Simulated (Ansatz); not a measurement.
# Lattice dynamics of SrLiBr3 (built on the sites of a database entry of BaLiF3), part 2 of 2

Wanted: vibrations and spectra of SrLiBr3 (built on the sites of a database entry of BaLiF3); the cell is already relaxed. After the zone centre comes a 2×2×2 q mesh on a 4×4×4 k mesh.

Ansatz 0.2.0; DFT LDA, scalar-relativistic, plane waves, norm-conserving pseudopotentials.

So far. Step 2 (Zone-centre response): Before it was imposed, the acoustic sum rule was missed by 6.5e-5 eV/Å² and the charge sum rule by 7.0e-5 e. Small misses are needed for a sound result but don't prove that mesh and cutoff are converged. The lowest optical mode is imaginary, 58.4i cm⁻¹, so the energy falls along it.

The structure was built from a prototype and need not be the compound's stable phase.

## 3. Response at finite wavevector

Stability and thermal properties need the whole zone. Linear response on a 2×2×2 q mesh gives force constants as far as a supercell of that size would, and the tensors from the zone-centre run are typed in so that the long-range dipole term is interpolated apart.

input.yaml reads:

```yaml
crystal:
  lattice:
    - [4.9372379283, 0.0, 0.0]
    - [0.0, 4.9372379283, 0.0]
    - [0.0, 0.0, 4.9372379283]
  atoms:
    - { symbol: Sr, position: [0.0, 0.0, 0.0] }
    - { symbol: Li, position: [0.5, 0.5, 0.5] }
    - { symbol: Br, position: [0.0, 0.5, 0.5] }
    - { symbol: Br, position: [0.5, 0.5, 0.0] }
    - { symbol: Br, position: [0.5, 0.0, 0.5] }
kpoints:
  mp_grid: { grid: [4, 4, 4] }
hamiltonian:
  xc: lda
  pseudopotentials: { kind: nc }
scf:
  occupations: { method: fixed }
output:
  eigenvalues: true
phonons:
  method: dfpt
  qmesh: [2, 2, 2]
  temperatures: { t_max: 1000, t_step: 50 }
  qpath:
    path:
      - [[0.0, 0.0, 0.0], [0.0, 0.5, 0.0], [0.5, 0.5, 0.0], [0.0, 0.0, 0.0], [0.5, 0.5, 0.5], [0.0, 0.5, 0.0]]
      - [[0.5, 0.5, 0.5], [0.5, 0.5, 0.0]]
    npoints: 10
  non_analytic_term:
    high_frequency_dielectric_tensor: [[4.1627, 0.0, 0.0], [0.0, 4.1627, 0.0], [0.0, 0.0, 4.1627]]
    born_effective_charges:
      - { species: Sr, tensor: [[2.9488, 0.0, 0.0], [0.0, 2.9488, 0.0], [0.0, 0.0, 2.9488]] }
      - { species: Li, tensor: [[1.13, 0.0, 0.0], [0.0, 1.13, 0.0], [0.0, 0.0, 1.13]] }
      - { species: Br, tensor: [[-1.2182, 0.0, 0.0], [0.0, -1.4303, 0.0], [0.0, 0.0, -1.4303]] }
      - { species: Br, tensor: [[-1.4303, 0.0, 0.0], [0.0, -1.4303, 0.0], [0.0, 0.0, -1.2182]] }
      - { species: Br, tensor: [[-1.4303, 0.0, 0.0], [0.0, -1.2182, 0.0], [0.0, 0.0, -1.4303]] }
    source: "zone-centre run at this cell"
```

Launch:

```console
ansatz run input.yaml --threads 8 --pin off --max-ram 14336MiB --backend cpu --events-out ev --progress --plain --runs-dir out
```

Log:

```text
[...]
Crystal: 5 atoms, lattice volume = 120.352 Å³
Basis set: ecut = 1006.821291 eV, 8733 PW (Γ), exchange–correlation on 108×108×108 points (8 copies of the dense FFT grid, shifted against one another)
Bands: 22, of which v1, the nominal top of the filled ones, is band 17 counted from 1 (16 counted from 0)
Symmetry: 48 space group operations
k-points: 10 of 64
[...]
SCF iter   1: F=—  HF=-2424.343760 eV  |F-HF|=—  |Δ(HF+E_count)|=         —  Δρ=3.19e-2  dr2=2.03e0  ethr=3.10e-3  ⟨swp⟩=6.1  Hψ=1079  notcnv=0  defer=25
[...]
SCF iter  10: F=-2423.373875 eV  HF=-2423.373875 eV  |F-HF|=1.36e-12  |Δ(HF+E_count)|=  9.09e-12  Δρ=3.41e-8  dr2=9.65e-13  ethr=1.00e-12  ⟨swp⟩=16.4  Hψ=1812  notcnv=0
SCF 1 converged in 10 iterations: F = -2423.373875 eV  dr2 = 9.65e-13
NSCF: frozen V_eff on 10 k-points
[...]
DFPT response loops at q = (0, 0, 0) (fractional): preconditioner auto → none (the input reference at scf.mixing.eps_inf says where Resta's filter doesn't serve); β = 0.50; Broyden in place of MSR1
[...]
SCF converged after 10 iterations
Free energy (F): -2423.373875 eV
[...]
Internal energy: -2423.373875 eV  (E = F + TS)
E sigma→0 (E₀):  -2423.373875 eV
Fermi energy:    4.958752 eV
[...]
--- Band table (eV; the first three rows and the last of 10) ---
  k-point 0: bands = [... 13 lower, 3.7603, 4.6848, 4.6848, 4.6848, 7.6421, 8.3017, 8.3017, 9.2727, ... 1 higher]
  k-point 1: bands = [... 13 lower, 3.4849, 3.9047, 4.4547, 4.4547, 8.6905, 8.8423, 9.2228, 9.4316, ... 1 higher]
  k-point 2: bands = [... 13 lower, 3.1598, 3.1598, 4.2688, 4.2688, 9.5314, 9.6239, 10.2341, 10.2524, ... 1 higher]
  k-point 9: bands = [... 13 lower, 4.7518, 4.9588, 4.9588, 4.9588, 8.3306, 9.4614, 9.4614, 9.4614, ... 1 higher]
--- Phonons (Γ-DFPT): 4 representative perturbations + reference (Σ response iterations 12) ---
  ASR residual: 7.859e-5 → 0.000e0 eV/Å²; symmetrization residual: 1.593e-7 eV/Å²
  ASR residual per site (eV/Å²): 7.86e-5 1.46e-5 6.40e-6 6.40e-6 6.40e-6
[...]
--- Phonons (arbitrary-q DFPT): 4 irreducible q on the 2×2×2 mesh ---
  q = [0.0000, 0.0000, 0.0000] (star 1, of the zone-centre solve; hermiticity 4.93e-8, symmetrization 7.18e-15): -58.40 -58.40 -58.40 0.00 0.00 0.00 29.72 29.72 29.72 121.02 121.02 121.02 346.62 346.62 346.62
  q = [0.0000, 0.0000, -0.5000] (star 3, 9 solved perturbations in 216 linear systems a pass and spin channel, the states on 27 of 64 k-point pairs; hermiticity 1.65e-7, symmetrization 1.56e-13, the responses' own estimated error 2.4e-5 eV/Å²): -47.98 -47.98 18.61 18.61 50.81 65.17 65.17 94.28 95.56 117.28 117.28 160.73 348.54 348.54 365.97
[...]
sum rule: each row above includes the acoustic sum rule's correction from the zone centre's row sums; it moved no ω² by more than (0.76 cm⁻¹)²
  mesh force constants: q→R imaginary residual 5.92e-18; ASR residual 7.859e-5 → 0.000e0 eV/Å²; symmetrization residual 7.994e-15 eV/Å²
  interpolated dispersion: 63 rows × 15 modes
  density of states and harmonic sums: on the 14×14×14 q-mesh, interpolated from the force constants of a 2×2×2 supercell (with the dipole–dipole term of supplied tensors)
  largest difference from the sums on the solved wave vectors: F 1.10e-2 eV, S 1.26e-5 and C_V 9.17e-7 eV/K
  zero-point energy: 0.114681 eV/cell   skipped modes (ω ≤ 0): 451, of them read as no rigid motion or as one in doubt: 448 (3.750e0 modes/cell left out, lowest -84.89 cm⁻¹)   left out of the sums: 2.50e-1 of the cell's modes: C_V's classical limit lies that fraction below 3 k_B per atom; for a crystal, a wire or a layer, F and S can be off by more, and a phonons.interpolated_qmesh denser along its periods is the remedy for the sampling
```

The job ended after 52 s (8 threads of Intel Xeon Platinum 8488C (Sapphire Rapids), shared host; peak memory 1.4 GiB; 6.2 min of CPU time).

Numbers from this step:

```yaml
sum_rule_residual_before_enforcement: 7.86e-5 eV/Å²
lowest_frequency_on_the_path: -84.89 cm⁻¹
highest_frequency_on_the_path_or_at_a_solved_wavevector: 380.0 cm⁻¹
lowest_mode_on_the_q_mesh_acoustic_modes_at_gamma_apart: -84.89 cm⁻¹
```

Frequencies (cm⁻¹) solved at each irreducible wavevector; negative means imaginary. Frequencies by wavevector, by row:

```
q in reciprocal lattice units  star  mode 1  mode 2  mode 3  mode 4  mode 13  mode 14  mode 15
                        0 0 0     1   -58.4   -58.4   -58.4       0    346.6    346.6    346.6
                     0 0 -0.5     3     -48     -48    18.6    18.6    348.5    348.5      366
                  0 -0.5 -0.5     3     -82     -39     -39   -34.6    350.7    372.3    372.3
               -0.5 -0.5 -0.5     1   -84.9   -84.9   -84.9   -46.2      380      380      380
```

Interpolated from a 2×2×2 q mesh, with the LO-TO term (at Γ the limit along the path; where Γ stands inside the path, tables give the limit on arrival). The phonon branches at the labelled points (cm⁻¹):

| point | branch 1 | branch 2 | branch 3 | branch 4 | branch 12 | branch 13 | branch 14 | branch 15 |
| --- | --- | --- | --- | --- | --- | --- | --- | --- |
| Γ | -58 | -58 | 0 | 0 | 133 | 347 | 347 | 376 |
| halfway | -54 | -54 | 18 | 18 | 141 | 348 | 348 | 371 |
| X | -48 | -48 | 19 | 19 | 161 | 348 | 348 | 366 |
| halfway | -62 | -42 | -37 | 22 | 163 | 350 | 361 | 369 |
| M | -82 | -39 | -39 | -35 | 174 | 351 | 372 | 372 |
| halfway | -52 | -48 | -27 | 28 | 149 | 349 | 354 | 371 |
| Γ | -58 | -58 | 0 | 0 | 133 | 347 | 347 | 376 |
| halfway | -51 | -51 | -46 | -21 | 157 | 357 | 357 | 371 |
| R | -85 | -85 | -85 | -46 | 188 | 380 | 380 | 380 |
| halfway | -63 | -61 | -44 | -42 | 169 | 361 | 366 | 372 |
| X | -48 | -48 | 19 | 19 | 161 | 348 | 348 | 366 |
| jump to R | -85 | -85 | -85 | -46 | 188 | 380 | 380 | 380 |
| halfway | -84 | -62 | -62 | -41 | 179 | 365 | 376 | 376 |
| M | -82 | -39 | -39 | -35 | 174 | 351 | 372 | 372 |

Tetrahedra on a 14×14×14 mesh, mean over bins of 5 cm-1. Interpolated from a 2×2×2 q mesh. Phonon density of states against wavenumber; read off at these points:

```csv
wavenumber (cm⁻¹),phonon density of states (1/cm⁻¹/cell)
-88,4.0e-5
-72,0.0275
-58,0.0468
-52,0.110
-38,0.0843
-22,0.0231
-8,0.0160
8,0.0174
28,0.0364
42,0.0663
58,0.0383
72,0.0298
82,0.0727
92,0.0459
108,0.0659
122,0.103
132,0.119
138,0.00999
158,0.0337
172,0.0255
188,0.00123
202,0
222,0
238,0
252,0
268,0
288,0
302,0
318,0
332,0
352,0.112
368,0.0945
372,0.161
382,1.2e-4
```

The partial phonon density of states has structure finer than the step of the table below, so its rows give means over 20 cm⁻¹, whole bins alone (the curve runs from -93.4 to 401 cm⁻¹). Peaks (cm⁻¹: height): Br -49.9: 0.0432, 21.6: 0.0440, 46.5: 0.0489, 130.4: 0.103, 161.5: 0.0329; Li 351.1: 0.0974, 369.7: 0.121; Sr -43.6: 0.0746, 21.6: 0.0184, 83.8: 0.0210.

Phonopy on the run's constants, 11x11x11 mesh, Gaussian sigma 3.5 cm-1. Interpolated from a 2×2×2 q mesh. Table of partial phonon density of states by wavenumber; means over each step; values in 1/cm⁻¹/cell:

```
wavenumber (cm⁻¹)       Br       Li       Sr
              -80   0.0180        0   3.0e-4
              -60   0.0330   2.2e-5   0.0198
              -40   0.0260   3.9e-5   0.0580
              -20   0.0134   3.1e-5   0.0115
                0  0.00314   2.1e-5  0.00168
               20   0.0337   2.5e-4   0.0127
               40   0.0377   1.9e-4   0.0147
               60   0.0287   1.1e-4  0.00544
               80   0.0349   3.7e-4   0.0145
              100   0.0514   6.9e-4  0.00858
              120   0.0880  0.00443  0.00183
              140   0.0352   9.8e-4   6.4e-4
              160   0.0270   6.9e-4   1.4e-4
              180   0.0115   1.8e-4   4.0e-7
              200   1.2e-4   6.5e-7        0
              220        0        0        0
              240        0        0        0
              260        0        0        0
              280        0        0        0
              300        0        0        0
              320        0        0        0
              340  0.00233   0.0226   6.1e-6
              360  0.00431   0.0784   1.6e-4
              380  0.00106   0.0412   1.6e-4
```

Symmetry leaves 4 wavevectors to solve. The lowest mode among them, the acoustic zeros apart, lies at q = (-0.5, -0.5, -0.5) and is imaginary, 84.9i cm⁻¹, so the energy falls along it.

## 4. Another isotope, element Br, natural mass 79.904 amu

An isotope changes the mass and not the force constants, so no new electronic calculation is needed; the shifts show which modes move this element.

The same force constants with the mass of Br changed from 79.904 to 80.916 u (phonopy, no LO-TO term). Both lists are sorted by frequency; levels can cross, so a row need not hold one and the same mode. Modes under 3 cm⁻¹ are left out. Isotope shifts, by row, the first 40 of 57 rows:

```csv
q,rank,natural mass (cm⁻¹),changed mass (cm⁻¹)
0 0 0,1,-58.4,-58.3
0 0 0,2,-58.4,-58.3
0 0 0,3,-58.4,-58.3
0 0 0,7,29.72,29.54
0 0 0,8,29.72,29.54
0 0 0,9,29.72,29.54
0 0 0,10,121,120.3
0 0 0,11,121,120.3
0 0 0,12,121,120.3
0 0 0,13,346.6,346.4
0 0 0,14,346.6,346.4
0 0 0,15,346.6,346.4
0 0 -0.5,1,-47.98,-47.96
0 0 -0.5,2,-47.98,-47.96
0 0 -0.5,3,18.61,18.5
0 0 -0.5,4,18.61,18.5
0 0 -0.5,5,50.81,50.5
0 0 -0.5,6,65.17,64.79
0 0 -0.5,7,65.17,64.79
0 0 -0.5,8,94.28,93.69
0 0 -0.5,9,95.56,95.54
0 0 -0.5,10,117.3,116.6
0 0 -0.5,11,117.3,116.6
0 0 -0.5,12,160.7,159.8
0 0 -0.5,13,348.5,348.3
0 0 -0.5,14,348.5,348.3
0 0 -0.5,15,366,366
0 -0.5 -0.5,1,-82.03,-81.52
0 -0.5 -0.5,2,-39.05,-38.97
0 -0.5 -0.5,3,-39.05,-38.97
0 -0.5 -0.5,4,-34.63,-34.63
0 -0.5 -0.5,5,63.75,63.35
0 -0.5 -0.5,6,63.75,63.35
0 -0.5 -0.5,7,84.72,84.35
0 -0.5 -0.5,8,84.72,84.35
0 -0.5 -0.5,9,113.1,112.4
0 -0.5 -0.5,10,116.2,115.5
0 -0.5 -0.5,11,131.5,130.7
0 -0.5 -0.5,12,174,172.9
0 -0.5 -0.5,13,350.7,350.4
```

A mode of this element alone would shift by -0.63 %. The highest zone-centre frequency without the field goes from 346.6 to 346.4 cm⁻¹ (-0.1 %).

## 5. Isotope substitution, element Li, natural mass 6.94 amu

The same for Li, from 6.94 to 6.02 u.

A mode of this element alone would shift by +7.41 %. The highest zone-centre frequency without the field goes from 346.6 to 369.5 cm⁻¹ (+6.6 %).

## 6. Another isotope, element Sr, natural mass 87.62 amu

The same for Sr, from 87.62 to 85.91 u.

The same force constants with the mass of Sr changed from 87.620 to 85.909 u (phonopy, no LO-TO term). Both lists are sorted by frequency; levels can cross, so a row need not hold one and the same mode. Modes under 3 cm⁻¹ are left out. Isotope shifts, by row, the first 40 of 57 rows:

```csv
q,rank,natural mass (cm⁻¹),changed mass (cm⁻¹)
0 0 0,1,-58.4,-58.82
0 0 0,2,-58.4,-58.82
0 0 0,3,-58.4,-58.82
0 0 0,7,29.72,29.72
0 0 0,8,29.72,29.72
0 0 0,9,29.72,29.72
0 0 0,10,121,121
0 0 0,11,121,121
0 0 0,12,121,121
0 0 0,13,346.6,346.6
0 0 0,14,346.6,346.6
0 0 0,15,346.6,346.6
0 0 -0.5,1,-47.98,-48.42
0 0 -0.5,2,-47.98,-48.42
0 0 -0.5,3,18.61,18.61
0 0 -0.5,4,18.61,18.61
0 0 -0.5,5,50.81,50.81
0 0 -0.5,6,65.17,65.22
0 0 -0.5,7,65.17,65.22
0 0 -0.5,8,94.28,94.28
0 0 -0.5,9,95.56,96.47
0 0 -0.5,10,117.3,117.3
0 0 -0.5,11,117.3,117.3
0 0 -0.5,12,160.7,160.8
0 0 -0.5,13,348.5,348.5
0 0 -0.5,14,348.5,348.5
0 0 -0.5,15,366,366
0 -0.5 -0.5,1,-82.03,-82.03
0 -0.5 -0.5,2,-39.05,-39.31
0 -0.5 -0.5,3,-39.05,-39.31
0 -0.5 -0.5,4,-34.63,-34.97
0 -0.5 -0.5,5,63.75,63.75
0 -0.5 -0.5,6,63.75,63.75
0 -0.5 -0.5,7,84.72,84.98
0 -0.5 -0.5,8,84.72,84.98
0 -0.5 -0.5,9,113.1,113.1
0 -0.5 -0.5,10,116.2,116.2
0 -0.5 -0.5,11,131.5,131.5
0 -0.5 -0.5,12,174,174
0 -0.5 -0.5,13,350.7,350.7
```

A mode of this element alone would shift by +0.99 %. The highest zone-centre frequency without the field goes from 346.6 to 346.6 cm⁻¹ (+0.0 %).

## 7. Summary of results

```json
{
 "space group (within 0.01 Å)": "Pm-3m",
 "volume per atom": "24.1 Å³",
 "gap on the k-mesh": "2.68 eV",
 "highest optical mode at the zone centre (no LO-TO term)": "347 cm⁻¹",
 "top of the zone-centre spectrum with the field": "376 cm⁻¹",
 "lowest optical zone-centre mode": "-58.4 cm⁻¹",
 "mean high-frequency dielectric constant": "4.16",
 "largest Born charge (third of the trace)": "2.95 e",
 "lowest mode on the q mesh (acoustic modes at Γ apart)": "-84.9 cm⁻¹",
 "highest frequency on the path or at a solved wavevector": "380 cm⁻¹",
 "imaginary modes on the 2×2×2 q mesh": "yes"
}
```

What this shows: Modes are clearly imaginary (beyond 10i cm⁻¹) at 4 of the 4 irreducible wavevectors, most at q = (-0.5, -0.5, -0.5) (84.9i cm⁻¹), so this structure is not a minimum of the energy. Without the field, the optical modes at Γ span -58 to 347 cm⁻¹ (negative means imaginary). The highest mode in this list at Γ, 346.6 cm⁻¹, is mostly motion of Li (89 % of the kinetic energy). With the macroscopic field of the longitudinal modes the top of the zone-centre spectrum lies at 376 cm⁻¹, against 347 cm⁻¹ without it. Among the real modes, the strongest infrared line is at 347 cm⁻¹. With the field response the log warns that the k mesh is coarse for the force constants too, so the frequencies may not be converged. The starting cell was built on a prototype and not taken from a measurement, so the phase need not exist. These are harmonic frequencies at zero temperature: anharmonic shifts, linewidths and thermal expansion are left out.

[Logs are printed without paths, hosts, clocks, repeated set-up lines and the standing remarks that a program may print on its own settings, such as how far it seeks lower states.]

[Hosts, paths, dates, database ids (printed as entryN), source tags and the programs' standing remarks are cut or masked in the printed files.]
